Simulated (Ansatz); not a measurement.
# NaVSe3 (model cell, started as cubic perovskite with V in the octahedra): a soft mode frozen in, part 2 of 3

Aim: this structure of NaVSe3 (model cell, started as cubic perovskite with V in the octahedra) is to be tested for unstable modes, and one is followed downhill.

Ansatz 0.2.0; DFT PBE, scalar-relativistic, plane waves, PAW.

So far, highest frequency on the path or at a solved wavevector (cm⁻¹): step 2 (response at finite wavevector) 250. Also lowest frequency on the path (cm⁻¹): step 2 -146.

The structure was built from a prototype and need not be the compound's stable phase.

**6. Relaxation from the frozen mode**

Starting from the lowest point found, all atoms and the cell are let go, so that strain and other modes of the same symmetry can join in.

Input file input.yaml:

```yaml
crystal:
  lattice:
    - [4.8990130555, 0.0, 0.0]
    - [0.0, 4.8990130555, 0.0]
    - [0.0, 0.0, 4.8990130555]
  atoms:
    - { symbol: Na, position: [0.0, 0.0011609608, 0.0] }
    - { symbol: V, position: [0.5, 0.4346807211, 0.5] }
    - { symbol: Se, position: [0.5, 0.5217058985, 0.0] }
    - { symbol: Se, position: [0.5, -0.001614532, 0.5] }
    - { symbol: Se, position: [0.0, 0.5217058985, 0.5] }
kpoints:
  mp_grid: { grid: [6, 6, 6] }
hamiltonian:
  xc: pbe
scf:
  occupations: { method: methfessel_paxton, width: 0.15 }
output:
  forces: true
  stress: true
  eigenvalues: true
  write_density: true
  write_potential: true
  elf: true
  volumetric_format: npy
relax:
  adjacent_minimum: "off"
  f_tol: 0.002
  max_steps: 120
  cell: { stress_tol: 0.03 }
```

On the command line:

```bash
> ansatz run input.yaml --threads 8 --pin off --max-ram 14336MiB --backend cpu --events-out ev --progress --plain --runs-dir out
```

Numbers of over 12 decimals in the logs are rounded to 6 here.

The log of the run:

```text
[...]
Crystal: 5 atoms, lattice volume = 117.578 Å³
Basis set: ecut = 420 eV, 2325 PW (Γ), exchange–correlation on 72×72×72 points (8 copies of the dense FFT grid, shifted against one another)
Bands: 42, of which v1, the nominal top of the filled ones, is band 35 counted from 1 (34 counted from 0)
Symmetry: 8 space group operations
[...]
k-points: 40 of 216 (time reversal used)
[...]
SCF iter   1: F=—  HF=-20808.510627 eV  |F-HF|=—  |Δ(HF+E_count)|=         —  Δρ=3.18e-3  dr2=1.27e-2  ethr=1.77e-3  ⟨swp⟩=5.8  Hψ=5958  notcnv=0
[...]
SCF iter   7: F=-20808.511154 eV  HF=-20808.511154 eV  |F-HF|=1.45e-8  |Δ(HF+E_count)|=   3.08e-8  S|Δr|=    0.00e0  Δρ=3.78e-6  dr2=2.00e-8  ethr=1.43e-10  ⟨swp⟩=9.0  Hψ=10110  notcnv=0
SCF 1 converged in 7 iterations: F = -20808.511154 eV  dr2 = 2.00e-8
[...]
relax step   1: F+E_penalty+E_count = -20808.51115373 eV  Δ(F+E_penalty+E_count) = +0.000e0 eV  max|allowed force component| = 1.377e0 eV/Å  Δτ_max = 0.0000 Å  P = +1.727 GPa  Ω = 117.578 Å³  (7 SCF iters, dr2 threshold 1.00e-7 eV, accepted)
Crystal: 5 atoms, lattice volume = 117.816 Å³
Basis set: ecut = 420 eV, 2301 PW (Γ), exchange–correlation on 72×72×72 points (8 copies of the dense FFT grid, shifted against one another)
[...]
SCF iter   8: F=-20808.632274 eV  HF=-20808.632274 eV  |F-HF|=4.37e-11  |Δ(HF+E_count)|=   3.59e-8  S|Δr|=    0.00e0  Δρ=2.67e-6  dr2=8.62e-9  ethr=7.14e-10  ⟨swp⟩=7.7  Hψ=10280  notcnv=0
SCF 2 converged in 8 iterations: F = -20808.632274 eV  dr2 = 8.62e-9
relax step   2: F+E_penalty+E_count = -20808.63227414 eV  Δ(F+E_penalty+E_count) = -1.211e-1 eV  max|allowed force component| = 5.982e-1 eV/Å  Δτ_max = 0.1414 Å  P = +0.004 GPa  Ω = 117.816 Å³  energy of the carried Pulay correction = -2.489e-5 eV  (8 SCF iters, dr2 threshold 5.00e-7 eV, accepted)
Crystal: 5 atoms, lattice volume = 119.145 Å³
[...]
SCF iter   7: F=-20808.671072 eV  HF=-20808.671072 eV  |F-HF|=1.18e-7  |Δ(HF+E_count)|=   1.10e-7  S|Δr|=    0.00e0  Δρ=9.03e-6  dr2=1.45e-7  ethr=7.14e-10  ⟨swp⟩=9.4  Hψ=13002  notcnv=0
SCF 3 converged in 7 iterations: F = -20808.671072 eV  dr2 = 1.45e-7
  Residual-converged pass: ⟨swp⟩=1.1  Hψ=1842  notcnv=0  max |occ|·‖R‖ = 7.0e-9 eV (tolerance 1.0e-8 eV)  dr2=1.45e-7  dr2_onsite=1.81e-8  max |Δocc| = 2.4e-11
relax step   3: F+E_penalty+E_count = -20808.67107204 eV  Δ(F+E_penalty+E_count) = -3.880e-2 eV  max|allowed force component| = 4.397e-1 eV/Å  Δτ_max = 0.0328 Å  P = -0.180 GPa  Ω = 119.145 Å³  energy of the carried Pulay correction = -1.628e-4 eV  (7 SCF iters, dr2 threshold 5.00e-7 eV, accepted)
[... from here on, the SCF cycles and remarks between the steps are left out ...]
relax step   4: F+E_penalty+E_count = -20808.75489830 eV  Δ(F+E_penalty+E_count) = -8.383e-2 eV  max|allowed force component| = 3.879e-1 eV/Å  Δτ_max = 0.0751 Å  P = +0.413 GPa  Ω = 120.650 Å³  energy of the carried Pulay correction = -3.171e-4 eV  (8 SCF iters, dr2 threshold 5.00e-7 eV, accepted)
relax step   5: F+E_penalty+E_count = -20808.80750895 eV  Δ(F+E_penalty+E_count) = -5.261e-2 eV  max|allowed force component| = 6.832e-1 eV/Å  Δτ_max = 0.0556 Å  P = +0.530 GPa  Ω = 122.625 Å³  energy of the carried Pulay correction = -5.166e-4 eV  (7 SCF iters, dr2 threshold 5.00e-7 eV, accepted)
relax step   6: F+E_penalty+E_count = -20808.84934344 eV  Δ(F+E_penalty+E_count) = -4.183e-2 eV  max|allowed force component| = 6.330e-2 eV/Å  Δτ_max = 0.0352 Å  P = -0.003 GPa  Ω = 124.545 Å³  energy of the carried Pulay correction = -7.076e-4 eV  (8 SCF iters, dr2 threshold 5.00e-7 eV, accepted)
relax step   7: F+E_penalty+E_count = -20808.85045393 eV  Δ(F+E_penalty+E_count) = -1.110e-3 eV  max|allowed force component| = 2.416e-2 eV/Å  Δτ_max = 0.0106 Å  P = -0.170 GPa  Ω = 124.948 Å³  energy of the carried Pulay correction = -7.473e-4 eV  (6 SCF iters, dr2 threshold 2.50e-7 eV, accepted)
relax step   8: F+E_penalty+E_count = -20808.85136233 eV  Δ(F+E_penalty+E_count) = -9.084e-4 eV  max|allowed force component| = 4.141e-2 eV/Å  Δτ_max = 0.0211 Å  P = +0.045 GPa  Ω = 124.603 Å³  energy of the carried Pulay correction = -7.132e-4 eV  (8 SCF iters, dr2 threshold 1.19e-7 eV, accepted)
relax step   9: F+E_penalty+E_count = -20808.85371687 eV  Δ(F+E_penalty+E_count) = -2.355e-3 eV  max|allowed force component| = 4.399e-2 eV/Å  Δτ_max = 0.0629 Å  P = +0.220 GPa  Ω = 124.225 Å³  energy of the carried Pulay correction = -6.760e-4 eV  (8 SCF iters, dr2 threshold 1.07e-7 eV, accepted)
relax step  10: F+E_penalty+E_count = -20808.85773955 eV  Δ(F+E_penalty+E_count) = -4.023e-3 eV  max|allowed force component| = 6.560e-2 eV/Å  Δτ_max = 0.0737 Å  P = +0.303 GPa  Ω = 124.352 Å³  energy of the carried Pulay correction = -6.885e-4 eV  (8 SCF iters, dr2 threshold 2.46e-7 eV, accepted)
relax step  11: F+E_penalty+E_count = -20808.86291373 eV  Δ(F+E_penalty+E_count) = -5.174e-3 eV  max|allowed force component| = 8.995e-2 eV/Å  Δτ_max = 0.0819 Å  P = +0.393 GPa  Ω = 124.443 Å³  energy of the carried Pulay correction = -6.975e-4 eV  (6 SCF iters, dr2 threshold 4.71e-7 eV, accepted)
relax step  12: F+E_penalty+E_count = -20808.87017611 eV  Δ(F+E_penalty+E_count) = -7.262e-3 eV  max|allowed force component| = 5.308e-2 eV/Å  Δτ_max = 0.1982 Å  P = +0.226 GPa  Ω = 125.969 Å³  energy of the carried Pulay correction = -8.472e-4 eV  (8 SCF iters, dr2 threshold 5.00e-7 eV, accepted)
relax step  13: F+E_penalty+E_count = -20808.86745147 eV  Δ(F+E_penalty+E_count) = +2.725e-3 eV  max|allowed force component| = 1.161e-1 eV/Å  Δτ_max = 0.0967 Å  P = -0.453 GPa  Ω = 126.543 Å³  energy of the carried Pulay correction = -9.030e-4 eV  (8 SCF iters, dr2 threshold 2.28e-7 eV, rejected (line search))
relax step  14: F+E_penalty+E_count = -20808.87173543 eV  Δ(F+E_penalty+E_count) = -1.559e-3 eV  max|allowed force component| = 5.531e-3 eV/Å  Δτ_max = 0.0381 Å  P = +0.037 GPa  Ω = 126.059 Å³  energy of the carried Pulay correction = -8.559e-4 eV  (11 SCF iters, accepted)
relax step  15: F+E_penalty+E_count = -20808.87177700 eV  Δ(F+E_penalty+E_count) = -4.158e-5 eV  max|allowed force component| = 2.965e-3 eV/Å  Δτ_max = 0.0074 Å  P = +0.004 GPa  Ω = 126.065 Å³  energy of the carried Pulay correction = -8.566e-4 eV  (6 SCF iters, dr2 threshold 4.91e-9 eV, accepted)
relax step  16: F+E_penalty+E_count = -20808.87177512 eV  Δ(F+E_penalty+E_count) = +1.885e-6 eV  max|allowed force component| = 2.088e-3 eV/Å  Δτ_max = 0.0009 Å  P = -0.000 GPa  Ω = 126.093 Å³  energy of the carried Pulay correction = -8.592e-4 eV  (6 SCF iters, dr2 threshold 5.49e-10 eV, accepted)
relax step  17: F+E_penalty+E_count = -20808.87177631 eV  Δ(F+E_penalty+E_count) = -1.189e-6 eV  max|allowed force component| = 6.786e-4 eV/Å  Δτ_max = 0.0003 Å  P = -0.001 GPa  Ω = 126.084 Å³  energy of the carried Pulay correction = -8.584e-4 eV  (6 SCF iters, dr2 threshold 2.72e-10 eV, accepted)
relax step  18: F+E_penalty+E_count = -20808.90434083 eV  Δ(F+E_penalty+E_count) = -3.256e-2 eV  max|allowed force component| = 2.176e-3 eV/Å  Δτ_max = 0.0000 Å  P = +0.424 GPa  Ω = 126.084 Å³  stress off target by 1.13e0 GPa  SCF on the basis re-selected at this cell (its energy is not comparable with the rows above)  (10 SCF iters)
relax step  19: F+E_penalty+E_count = -20808.92133692 eV  Δ(F+E_penalty+E_count) = -1.700e-2 eV  max|allowed force component| = 4.862e-2 eV/Å  Δτ_max = 0.0357 Å  P = +0.255 GPa  Ω = 128.458 Å³  energy of the carried Pulay correction = -2.396e-4 eV  (7 SCF iters, dr2 threshold 5.00e-7 eV, accepted)
relax step  20: F+E_penalty+E_count = -20808.93646059 eV  Δ(F+E_penalty+E_count) = -1.512e-2 eV  max|allowed force component| = 1.153e-1 eV/Å  Δτ_max = 0.0472 Å  P = +0.177 GPa  Ω = 131.935 Å³  energy of the carried Pulay correction = -6.936e-4 eV  (8 SCF iters, dr2 threshold 5.00e-7 eV, accepted)
relax step  21: F+E_penalty+E_count = -20808.93902830 eV  Δ(F+E_penalty+E_count) = -2.568e-3 eV  max|allowed force component| = 4.407e-3 eV/Å  Δτ_max = 0.0219 Å  P = +0.059 GPa  Ω = 134.211 Å³  energy of the carried Pulay correction = -1.076e-3 eV  (7 SCF iters, dr2 threshold 5.00e-7 eV, accepted)
relax step  22: F+E_penalty+E_count = -20808.93906485 eV  Δ(F+E_penalty+E_count) = -3.655e-5 eV  max|allowed force component| = 1.713e-3 eV/Å  Δτ_max = 0.0072 Å  P = +0.015 GPa  Ω = 134.857 Å³  energy of the carried Pulay correction = -1.198e-3 eV  (7 SCF iters, dr2 threshold 1.70e-8 eV, accepted)
relax step  23: F+E_penalty+E_count = -20808.94112480 eV  Δ(F+E_penalty+E_count) = -2.060e-3 eV  max|allowed force component| = 2.270e-3 eV/Å  Δτ_max = 0.0000 Å  P = +0.028 GPa  Ω = 134.857 Å³  stress off target by 7.23e-2 GPa  SCF on the basis re-selected at this cell (its energy is not comparable with the rows above)  (9 SCF iters)
relax step  24: F+E_penalty+E_count = -20808.94127069 eV  Δ(F+E_penalty+E_count) = -1.459e-4 eV  max|allowed force component| = 5.947e-3 eV/Å  Δτ_max = 0.0070 Å  P = +0.013 GPa  Ω = 135.486 Å³  energy of the carried Pulay correction = -5.400e-5 eV  (7 SCF iters, dr2 threshold 1.31e-8 eV, accepted)
relax step  25: F+E_penalty+E_count = -20808.94008309 eV  Δ(F+E_penalty+E_count) = +1.188e-3 eV  max|allowed force component| = 1.857e-1 eV/Å  Δτ_max = 0.0064 Å  P = -0.231 GPa  Ω = 135.951 Å³  energy of the carried Pulay correction = -9.569e-5 eV  (9 SCF iters, dr2 threshold 4.06e-9 eV, rejected (line search))
relax step  26: F+E_penalty+E_count = -20808.94129105 eV  Δ(F+E_penalty+E_count) = -2.036e-5 eV  max|allowed force component| = 2.235e-3 eV/Å  Δτ_max = 0.0047 Å  P = -0.003 GPa  Ω = 135.761 Å³  energy of the carried Pulay correction = -7.866e-5 eV  (11 SCF iters, accepted)
relax step  27: F+E_penalty+E_count = -20808.94128520 eV  Δ(F+E_penalty+E_count) = +5.853e-6 eV  max|allowed force component| = 1.811e-3 eV/Å  Δτ_max = 0.0031 Å  P = +0.002 GPa  Ω = 136.004 Å³  energy of the carried Pulay correction = -1.008e-4 eV  (8 SCF iters, dr2 threshold 3.12e-10 eV, accepted)
[...]
SCF iter   9: F=-20808.941383 eV  HF=-20808.941383 eV  |F-HF|=0.00e0  |Δ(HF+E_count)|=  4.00e-11  S|Δr|=    0.00e0  Δρ=3.25e-8  dr2=1.77e-12  ethr=1.00e-12  ⟨swp⟩=5.0  Hψ=6497  notcnv=0
SCF 28 converged in 9 iterations: F = -20808.941383 eV  dr2 = 1.77e-12
relax step  28: F+E_penalty+E_count = -20808.94138305 eV  Δ(F+E_penalty+E_count) = -9.785e-5 eV  max|allowed force component| = 1.773e-3 eV/Å  Δτ_max = 0.0000 Å  P = +0.000 GPa  Ω = 136.004 Å³  stress off target by 4.50e-3 GPa  SCF on the basis re-selected at this cell (its energy is not comparable with the rows above)  (9 SCF iters)
[...]
SCF converged after 9 iterations
[...]
Free energy (F): -20808.941383 eV
[...]
Internal energy: -20808.925470 eV  (E = F + TS)
E sigma→0 (E₀):  -20808.937405 eV
Entropy (-TS):   -0.015913 eV (-3.183 meV/atom)
Fermi energy:    6.118749 eV
[...]
--- Forces (eV/Å), atoms counted from 1 ---
  atom   1  Na     0.00000000    -0.00041427    -0.00000000
  atom   2  V      0.00000000     0.00177304     0.00000000
  atom   3  Se    -0.00000000    -0.00004561     0.00000000
  atom   4  Se    -0.00000000    -0.00126836     0.00000000
  atom   5  Se     0.00000000    -0.00004561    -0.00000000
  max |Σ_I F_I| component: 8.08e-7 eV/Å
--- Stress (GPa, compression-positive) ---
       -0.001609      -0.000000       0.000000
       -0.000000       0.004502       0.000000
        0.000000       0.000000      -0.001609
  P = ⅓ Tr σ = 0.0004 GPa (0.004 kbar)
--- Band table (eV; the first three rows and the last of 40) ---
  k-point 0: bands = [... 31 lower, 3.7263, 3.9903, 5.3170, 5.6325, 5.6325, 7.5691, 7.5691, 7.7703, ... 3 higher]
  k-point 1: bands = [... 31 lower, 3.7290, 4.0995, 4.6107, 5.3097, 6.2112, 6.6139, 7.5380, 7.8561, ... 3 higher]
  k-point 2: bands = [... 31 lower, 3.5692, 3.9702, 4.0880, 4.4351, 6.1867, 6.6862, 7.2388, 7.4569, ... 3 higher]
  k-point 39: bands = [... 31 lower, 3.1749, 4.9323, 4.9323, 6.1582, 6.1582, 6.4269, 6.6350, 7.2395, ... 3 higher]
--- Relaxed structure (25 steps of the walk, 23 accepted, 3 SCFs on fresh bases) ---
  F+E_penalty+E_count = -20808.94138305 eV   max|allowed force component| = 1.773e-3 eV/Å   (the final SCF, on the basis selected at the relaxed cell)
  cell:  # Å, volume = 136.0041 Å³
    - [4.585498, 0, 0]
    - [0, 6.468134, 0.0]
    - [0, 0.0, 4.585498]
  atoms:
    - { symbol: Na, position: [0, 0.121415, 0] }
    - { symbol: V, position: [0.500000, 0.361372, 0.500000] }
    - { symbol: Se, position: [0.500000, 0.489614, 0.0] }
    - { symbol: Se, position: [0.500000, 0.015624, 0.500000] }
    - { symbol: Se, position: [0, 0.489614, 0.500000] }
```

The job ended after 3.2 min (8 threads of Arm Neoverse N1, shared host; peak memory 0.68 GiB; 24 min of CPU time).

The steps of the relaxation (22 of 28):

```
step  energy less that of the first step (eV)  largest force component (eV/Å)  pressure (GPa)  volume (Å³)
   1                                   0.0000                          1.3766            1.73       117.58
   2                                  -0.1211                          0.5982            0.00       117.82
   4                                  -0.2437                          0.3879            0.41       120.65
   5                                  -0.2964                          0.6833            0.53       122.63
   6                                  -0.3382                          0.0633            0.00       124.55
   7                                  -0.3393                          0.0242           -0.17       124.95
   9                                  -0.3426                          0.0440            0.22       124.23
  10                                  -0.3466                          0.0656            0.30       124.35
  11                                  -0.3518                          0.0899            0.39       124.44
  13                                  -0.3563                          0.1161           -0.45       126.54
  14                                  -0.3606                          0.0055            0.04       126.06
  15                                  -0.3606                          0.0030            0.00       126.07
  16                                  -0.3606                          0.0021            0.00       126.09
 18*                                  -0.3932                          0.0022            0.42       126.08
  19                                  -0.4102                          0.0486            0.25       128.46
  20                                  -0.4253                          0.1153            0.18       131.94
  22                                  -0.4279                          0.0017            0.02       134.86
 23*                                  -0.4300                          0.0023            0.03       134.86
  24                                  -0.4301                          0.0059            0.01       135.49
  25                                  -0.4289                          0.1857           -0.23       135.95
  27                                  -0.4301                          0.0018            0.00       136.00
 28*                                  -0.4302                          0.0018            0.00       136.00
```

Relaxation steps marked * repeat the geometry before them on a plane-wave basis chosen anew for their cell, so energy and pressure can jump there. Other such steps can lie between the rows shown. Relaxation steps 13, 25 were tried and not accepted.

The run keeps the 8 symmetry operations that it works with, so distortions that break them were not tested.

```
     cell as run  before  after   change
           a (Å)   4.899  4.585   -6.4 %
           b (Å)   4.899  6.468  +32.0 %
           c (Å)   4.899  4.585   -6.4 %
volume (Å³/atom)   23.52  27.20  +15.7 %
```

The atoms that moved most (Å, as changes of fractional coordinates times the final cell):

```
atom     dx      dy     dz  length
 Na1  0.000   0.778  0.000   0.778
  V2  0.000  -0.474  0.000   0.474
 Se3  0.000  -0.208  0.000   0.208
 Se5  0.000  -0.208  0.000   0.208
 Se4  0.000   0.112  0.000   0.112
```

The relaxed structure:

```xyz
5
Lattice="4.5855 0.0000 0.0000 0.0000 6.4681 0.0000 0.0000 0.0000 4.5855" Properties=species:S:1:pos:R:3 pbc="T T T"
Na    0.0000    0.7853    0.0000
V     2.2927    2.3374    2.2927
Se    2.2927    3.1669    0.0000
Se    2.2927    0.1011    2.2927
Se    0.0000    3.1669    2.2927
```

This step gave:

* pressure: 4.28e-4 GPa
* volume per atom: 27.20 Å³

Valence density in the bc plane at fractional x = 0.500, with atoms of V and Se within 0.2 Å of it. It is the smooth field of the valence electrons, not physical close to the nuclei.

Ten steps, logarithmic in the rise over the least value, from '_' (0 e/Å³) to '@' (31 e/Å³), each cell a mean:
```
__________..::++%%%%++::..__________
____________..::====--..____________
....________..::::::..____________..
::::........--::....____________..::
##++--::::==****--..__________..::++
@@%%==::--**%%##++..__________..--##
%%##--::--++####==..__________..--**
==--::....--====::..__________..::--
........__....::......__________....
____________..::--::::..____________
__________..::--****==::____________
__________..::++@@@@**::..__________
```
Columns run along b (6.5 Å), rows up along c (4.6 Å). Atoms in or near the plane, at fractional coordinates: V at (0.36, 0.50), Se at (0.49, 0.00), Se at (0.02, 0.50).

ELF in the bc plane at fractional x = 0.500, with atoms of V and Se within 0.2 Å of it. It is the smooth field of the valence electrons, not physical close to the nuclei.

Ten even steps from '0' (0.02) to '9' (0.86), each cell a mean:
```
000037884489951000
543125898899720035
887412467876300378
988621332332002799
678725874100005898
148647887100016996
358737885100005997
888623542111003899
988511235664101589
765223788888510157
221126887699840012
000037872279961000
```
Columns run along b (6.5 Å), rows up along c (4.6 Å). Atoms in or near the plane, at fractional coordinates: V at (0.36, 0.50), Se at (0.49, 0.00), Se at (0.02, 0.50).

Electrostatic potential energy in the bc plane at fractional x = 0.500, with atoms of V and Se within 0.2 Å of it. With pseudopotentials it is smooth inside the atoms' cores, unlike the true potential.

Values in eV, 7 rows by 16 columns, each cell a mean:
```
 10  10  10  10   8   2 -11  -8  -8 -11   0   9  10  10  10  10
  3   5   8   8   5   2  -2  -4  -2   3   8  10  10  10   8   5
 -9 -11  -5   0 -14 -22 -22 -15   0   7   9  10  10   7  -4 -10
 -1  -7 -12  -5 -23 -21 -21 -23  -5   6   9  10   9   5 -11  -6
 -9  -8   0   3  -6 -16 -16  -8   2   7   9  10  10   8   1  -8
  7   8   9   9   7   4  -3  -8  -7  -2   7  10  10  10   9   8
 10  10  10  10   8   0 -12  -5  -4 -11  -2   8  10  10  10  10
```
Columns run along b (6.5 Å; values clipped at the 3rd and 97th percentile), rows up along c (4.6 Å). Atoms in or near the plane, at fractional coordinates: V at (0.36, 0.50), Se at (0.49, 0.00), Se at (0.02, 0.50).

The distorted start has space group P4mm; the relaxation ends in P4mm.

(Part 2 of 3 ends here.)

[Logs are printed without paths, hosts, clocks, repeated set-up lines and the standing remarks that a program may print on its own settings, such as how far it seeks lower states.]

[Hosts, paths, dates, database ids (printed as entryN), source tags and the programs' standing remarks are cut or masked in the printed files.]
